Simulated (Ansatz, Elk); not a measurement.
**MgMn2Al2: X-ray structure factors from the self-consistent density**

Structure refinements treat a crystal as free atoms side by side. For a made-up structure of MgMn2Al2 (cell and positions from a PBE relaxation) the runs below show what the calculated density changes in F(hkl).

Main program and level: Elk 11.2.3 (patched build); DFT, PBE, all-electron APW+lo, Dirac cores, scalar-relativistic bands, static density, ferromagnetic start.

The structure was built from a prototype and need not be the compound's stable phase.

## Step 1: Starting point

It takes space group I4/mmm (No. 139, tetragonal). The conventional cell has a = 3.864 Å, b = 3.864 Å, c = 11.494 Å, α = 90.00°, β = 90.00°, γ = 90.00°. Nearest to Mn lie 4 Al at 2.51 Å and 4 Mn at 2.73 Å. Al has 4 Mn at 2.51 Å and 1 Al at 2.55 Å and 4 Mg at 3.02 Å nearest. Mg has 8 Al at 3.02 Å nearest. Farther neighbours are not listed.

## Step 2: Ground state and structure factors

An all-electron density is needed, since X-rays see the cores too. Task 0 finds the density and task 195 Fourier-transforms it; tshift is off so that phases refer to the origin typed.

The input, elk.in:

```
tasks
  0
  195
  196

xctype
  20

spinpol
  .true.

rgkmax
  7.0

gmaxvr
  14.0

lmaxo
  7

lmaxapw
  8

swidth
  0.002

tshift
  .false.

ramdisk
  .false.

hmaxvr
  5.5

maxscl
  120

epspot
  1e-06

reducebf
  0.8

sppath
  './'

avec
  -3.65094602388 3.65094602388 10.86016910459
  3.65094602388 -3.65094602388 10.86016910459
  3.65094602388 3.65094602388 -10.86016910459

atoms
  3
  'Mn.in'
  2
  0.7500000000 0.2500000000 0.5000000000   0.000000 0.000000 -0.135000
  0.2500000000 0.7500000000 0.5000000000   0.000000 0.000000 -0.135000
  'Al.in'
  2
  0.6109099765 0.6109099765 -0.0000000000   0.000000 0.000000 0.000000
  0.3890900235 0.3890900235 -0.0000000000   0.000000 0.000000 0.000000
  'Mg.in'
  1
  0.0000000000 0.0000000000 0.0000000000   0.000000 0.000000 0.000000

ngridk
  7 7 7
```

Started as:

```bash
> OMP_NUM_THREADS=4 elk
```

Numbers of over 12 decimals in the logs are rounded to 6 here.

The log of the run:

```text
┌─────────────────────────┐
│ Elk code version 11.2.3 │
└─────────────────────────┘

All units are atomic (Hartree, Bohr, etc.)

┌─────────────────────────────────────────────────┐
│ Ground-state run starting from atomic densities │
└─────────────────────────────────────────────────┘

Lattice vectors :
  -3.650946024       3.650946024       10.86016910
   3.650946024      -3.650946024       10.86016910
   3.650946024       3.650946024      -10.86016910

Reciprocal lattice vectors :
  0.1903744196E-16  0.8604872910      0.2892765871
  0.8604872910      0.1903744196E-16  0.2892765871
  0.8604872910      0.8604872910      0.3109911731E-17

Unit cell volume      :    579.0384507
Brillouin zone volume :   0.4283829738

Muffin-tin inner radius fraction :   0.1000000000E-01

Nuclei treated as point charges

Species : 1 (Mn)
 parameters loaded from : Mn.in
 name : manganese
 nuclear charge    :   -25.00000000
 electronic charge :    25.00000000
 atomic mass :    100145.9370
 muffin-tin radius :    2.400000000
 number of radial points in muffin-tin :    993
 inner part over the whole radius :   0.9953723401E-02
 number on inner part of muffin-tin    :    700
 approximate nuclear radius :   0.7074591925E-04
 number of mesh points to nuclear radius :    330
 atomic positions (lattice), magnetic fields (Cartesian) :
  1 :  -0.25000000  0.25000000  0.50000000    0.00000000  0.00000000 -0.13500000
  2 :   0.25000000 -0.25000000  0.50000000    0.00000000  0.00000000 -0.13500000

Species : 2 (Al)
 parameters loaded from : Al.in
 name : aluminium
 nuclear charge    :   -13.00000000
 electronic charge :    13.00000000
 atomic mass :    49184.33496
 muffin-tin radius :    2.200000000
 number of radial points in muffin-tin :    793
 inner part over the whole radius :   0.9821194981E-02
 number on inner part of muffin-tin    :    552
 approximate nuclear radius :   0.5839653600E-04
 number of mesh points to nuclear radius :    244
 atomic positions (lattice), magnetic fields (Cartesian) :
  1 :  -0.38909002 -0.38909002  0.00000000    0.00000000  0.00000000  0.00000000
  2 :   0.38909002  0.38909002  0.00000000    0.00000000  0.00000000  0.00000000

Species : 3 (Mg)
 parameters loaded from : Mg.in
 name : magnesium
 nuclear charge    :   -12.00000000
 electronic charge :    12.00000000
 atomic mass :    44305.30466
 muffin-tin radius :    2.200000000
 number of radial points in muffin-tin :    793
 inner part over the whole radius :   0.9941530515E-02
 number on inner part of muffin-tin    :    552
 approximate nuclear radius :   0.5710277704E-04
 number of mesh points to nuclear radius :    241
 atomic positions (lattice), magnetic fields (Cartesian) :
  1 :   0.00000000  0.00000000  0.00000000    0.00000000  0.00000000  0.00000000

Total number of atoms per unit cell :    5
Total muffin-tin volume :    249.6183859
 ratio of muffin-tin to unit cell volume :   0.4310912092

Spin treatment :
 spin-polarised
 global magnetic field (Cartesian) :    0.000000000       0.000000000       0.000000000
 collinear magnetisation in z-direction

Number of Bravais lattice symmetries :   16
Number of crystal symmetries         :   16
Crystal has inversion symmetry
Real symmetric eigensolver will be used

k-point grid :      7     7     7
k-point offset :    0.000000000       0.000000000       0.000000000
k-point set is reduced with full crystal symmetry group
Total number of k-points :       40

Muffin-tin radius times maximum |G+k| :    7.000000000
 using average radius
Maximum |G+k| for APW functions       :    3.070175439
Maximum (1/2)|G+k|²                   :    4.712988612
Maximum |G| for potential and density :    14.00000000
Constant for pseudocharge density :    8
 order of it for each species :   15  15  15
 order of it for pair densities of each species (exact exchange by exxq0 0: 16) :   11   9   9
Radial integration step length :    1

G-vector grid sizes :     54    54    54
Number of G-vectors :    26821

Maximum angular momentum used for
[...]
RMS change in Kohn-Sham potential (target) :    3.262646166     (  0.1000000000E-05)
Absolute change in total energy (target)   :    3.246538003     (  0.1000000000E-03)

[... loops 3 to 20 left out ...]

┌──────────────────┐
│ Loop number : 21 │
└──────────────────┘

Energies :
 Fermi                       :     0.208656
 sum of occupied eigenvalues :     -1714.8980083308
 electron kinetic            :      3033.4248882839
 core electron kinetic       :      2605.0070445115
 Coulomb                     :     -5878.3004266947
 Coulomb potential           :     -4543.2163199375
 nuclear-nuclear             :     -448.39373396801
 electron-nuclear            :     -6329.8530136161
 Hartree                     :      899.94632088940
 Madelung                    :     -3606.6922667260
 xc potential                :     -204.80882442632
 xc effective B-field        :    -0.297728
 external B-field            :      0.000000
 exchange                    :     -154.63760075987
 correlation                 :     -3.731654
 electron entropic           :    -0.13964853417661E-02
 total energy                :     -3003.2461900948
 (external B-field energy excluded from total)

Density of states at Fermi energy :    105.0469456
 (states/Hartree/unit cell)

Estimated indirect band gap :   0.7739983763E-03
 from k-point 13 to k-point 15
Estimated direct band gap   :   0.1037424287E-02
 at k-point 24

Charges :
 core                        :    30.00000000
 valence                     :    58.00000000
 interstitial                :    7.148178427
 muffin-tins (core leakage)
  species : 1 (Mn)
[...]
species : 2 (Al)
[...]
species : 3 (Mg)
[...]
total in muffin-tins        :    80.85182157
 total calculated charge     :    87.99889609
 total charge                :    88.00000000
 error                       :   0.1103910853E-02

Moments :
 interstitial                :  -0.1116805871E-01
 muffin-tins
  species : 1 (Mn)
[...]
species : 2 (Al)
[...]
species : 3 (Mg)
[...]
total in muffin-tins        :    5.441755502
 total moment                :    5.430587443

RMS change in Kohn-Sham potential (target) :   0.8306941167E-06 (  0.1000000000E-05)
Absolute change in total energy (target)   :   0.1890491967E-04 (  0.1000000000E-03)

Convergence targets achieved

┌──────────────────┐
│ Loop number : 22 │
└──────────────────┘

Energies :
 Fermi                       :     0.208655
 sum of occupied eigenvalues :     -1714.8980208052
 electron kinetic            :      3033.4248784363
 core electron kinetic       :      2605.0070385889
 Coulomb                     :     -5878.3004338905
 Coulomb potential           :     -4543.2162736322
 nuclear-nuclear             :     -448.39373396801
 electron-nuclear            :     -6329.8530761224
 Hartree                     :      899.94637619993
 Madelung                    :     -3606.6922970744
 xc potential                :     -204.80888879677
 xc effective B-field        :    -0.297716
 external B-field            :      0.000000
 exchange                    :     -154.63759590035
 correlation                 :     -3.731655
 electron entropic           :    -0.13964748907252E-02
 total energy                :     -3003.2462029895
 (external B-field energy excluded from total)

Density of states at Fermi energy :    105.0452469
 (states/Hartree/unit cell)

Estimated indirect band gap :   0.7763687971E-03
 from k-point 13 to k-point 15
Estimated direct band gap   :   0.1037545383E-02
 at k-point 24

Charges :
 core                        :    30.00000000
 valence                     :    58.00000000
 interstitial                :    7.148175295
 muffin-tins (core leakage)
  species : 1 (Mn)
[...]
species : 2 (Al)
   atom 1                    :    11.34104052     (  0.4816049780E-03)
   atom 2                    :    11.34104052     (  0.4816049780E-03)
  species : 3 (Mg)
   atom 1                    :    10.42478839     ( -0.9828258696E-07)
 total in muffin-tins        :    80.85182471
 total calculated charge     :    87.99889609
 total charge                :    88.00000000
 error                       :   0.1103914878E-02

Moments :
 interstitial                :  -0.1117655899E-01
 muffin-tins
  species : 1 (Mn)
[...]
species : 2 (Al)
   atom 1                    :  -0.5112390402E-01
   atom 2                    :  -0.5112390402E-01
  species : 3 (Mg)
   atom 1                    :  -0.3450070810E-01
 total in muffin-tins        :    5.441639829
 total moment                :    5.430463270

┌──────────────────────────────┐
│ Self-consistent loop stopped │
└──────────────────────────────┘

Warning : core states of species 2 leak from the muffin-tin :   0.4816049780E-03

Wrote STATE.OUT
```

It took 2.7 min on 4 threads of AMD EPYC 9B45 (Zen 5), shared host; peak memory 0.46 GiB.

SFACRHO.OUT:

```text

h k l indices transformed by vhmat matrix:
   1.000000000       0.000000000       0.000000000    
   0.000000000       1.000000000       0.000000000    
   0.000000000       0.000000000       1.000000000    

      h      k      l  multipl.   |H|            Re(F)            Im(F)           |F|

      0      0      0      1   0.0000000       87.999999      0.10841327E-15   87.999999    
      1      1     -1      2  0.57855317      -31.845150     -0.24106912E-13   31.845150    
      1      0     -1      8  0.90781018      -6.3553338     -0.13623223E-16   6.3553338    
      2      2     -2      2   1.1571063       30.975876      0.44206426E-13   30.975876    
      1     -1      0      4   1.2169128      -11.324499     -0.60935516E-16   11.324499    
     -1     -2      2      8   1.2221157       18.284860     -0.40371143E-14   18.284860    
     -1     -1      0      8   1.3474422       49.517614     -0.90362420E-14   49.517614    
     -3     -1      2      8   1.6792176      -42.030531      0.46713906E-13   42.030531    
      3      2     -3      8   1.6829920       23.570234      0.29782327E-17   23.570234    
     -1      1     -1      4   1.7209746       58.390274      0.45582756E-14   58.390274    
     -3     -3      3      2   1.7356595      -34.160136      0.12047557E-13   34.160136    
      0      2      0      8   1.8156204      -22.328777     -0.15053962E-13   22.328777    
      1     -2      1     16   1.9457320      -4.6112052     -0.10593884E-16   4.6112052    
      1      3     -1      8   2.0738005       23.603875      0.24627406E-13   23.603875    
     -1     -2      0     16   2.1107630       14.745633      0.97130312E-17   14.745633    
     -3     -3      4      8   2.1197620       29.930183     -0.15060110E-13   29.930183    
     -3     -4      4      8   2.2001829       4.5891214      0.36447773E-17   4.5891214    
      4      4     -4      2   2.3142127       46.738465      0.65298839E-13   46.738465
```

Elk indexes on the primitive cell of elk.in and gives |H| = 4π sin θ/λ in inverse bohr. Below, one row stands for each form hkl of the conventional cell (m members, Friedel mates merged), F is for one primitive cell and the density is static (no thermal factor). Free-atom factors are Waasmaier and Kirfel's, and R is Σm||F|−|F'||/Σm|F|.

```
hkl   m  sin θ/λ (Å⁻¹)  abs F, DFT  neutral atoms   diff.
002   2          0.087      31.845         31.349  +0.496
101   8          0.137       6.355          6.131  +0.224
004   2          0.174      30.976         30.932  +0.044
110   4          0.183      11.325         11.340  -0.016
103   8          0.184      18.285         18.330  -0.045
112   8          0.203      49.518         49.769  -0.252
114   8          0.253      42.031         42.346  -0.315
105   8          0.253      23.570         23.907  -0.337
200   4          0.259      58.390         58.843  -0.453
006   2          0.261      34.160         34.529  -0.369
202   8          0.273      22.329         22.601  -0.272
211  16          0.293       4.611          4.664  -0.053
204   8          0.312      23.604         23.671  -0.067
213  16          0.317      14.746         14.851  -0.105
116   8          0.319      29.930         29.930  +0.000
107   8          0.331       4.589          4.574  +0.015
008   2          0.348      46.739         46.795  -0.057
215  16          0.362      20.233         20.199  +0.035
```

## Step 3: The magnetisation density

The same run holds the spin density, and task 196 transforms it. The order is that of the start, and no other was tried.

SFACMAG_1.OUT:

```text

h k l indices transformed by vhmat matrix:
   1.000000000       0.000000000       0.000000000    
   0.000000000       1.000000000       0.000000000    
   0.000000000       0.000000000       1.000000000    

      h      k      l  multipl.   |H|            Re(F)            Im(F)           |F|

      0      0      0      1   0.0000000       5.4304635      0.28675015E-16   5.4304635    
      1      1     -1      2  0.57855317      -5.2912640     -0.26303819E-14   5.2912640    
      1      0     -1      8  0.90781018     -0.51505446E-02  0.37138713E-17  0.51505446E-02
      2      2     -2      2   1.1571063       4.0699855      0.43196859E-14   4.0699855    
      1     -1      0      4   1.2169128      -4.1059741      0.38097964E-17   4.1059741    
     -1     -2      2      8   1.2221157     -0.59829612E-01 -0.82566420E-17  0.59829612E-01
     -1     -1      0      8   1.3474422       3.7220357     -0.86204573E-15   3.7220357    
     -3     -1      2      8   1.6792176      -2.8133542      0.39092784E-14   2.8133542    
      3      2     -3      8   1.6829920      0.18784100E-01 -0.38235598E-17  0.18784100E-01
     -1      1     -1      4   1.7209746       2.9650708      0.38758718E-15   2.9650708    
     -3     -3      3      2   1.7356595      -2.5497497      0.97898544E-15   2.5497497    
      0      2      0      8   1.8156204      -2.6693479     -0.12080192E-14   2.6693479    
      1     -2      1     16   1.9457320     -0.69767951E-02 -0.67549204E-19  0.69767951E-02
      1      3     -1      8   2.0738005       2.1352355      0.17684295E-14   2.1352355    
     -1     -2      0     16   2.1107630     -0.18636594E-01 -0.95735263E-17  0.18636594E-01
     -3     -3      4      8   2.1197620       1.9540571     -0.98625153E-15   1.9540571
```

The total moment is 5.43 μB a cell; sphere moments: Mn1 +2.79, Mn2 +2.79, Al3 -0.05, Al4 -0.05, Mg5 -0.03 μB. Polarised neutrons measure spin and orbital magnetisation together; without spin-orbit coupling the run gives the spin part:

```
hkl  sin θ/λ (Å⁻¹)  abs F_M (μB)
002          0.087         5.291
101          0.137         0.005
004          0.174         4.070
110          0.183         4.106
103          0.184         0.060
112          0.203         3.722
114          0.253         2.813
105          0.253         0.019
200          0.259         2.965
006          0.261         2.550
202          0.273         2.669
211          0.293         0.007
204          0.312         2.135
213          0.317         0.019
```

[end of part 1 of 2]

[Logs are printed without paths, hosts, clocks, repeated set-up lines and the standing remarks that a program may print on its own settings, such as how far it seeks lower states.]

[Hosts, paths, dates, database ids (printed as entryN), source tags and the programs' standing remarks are cut or masked in the printed files.]
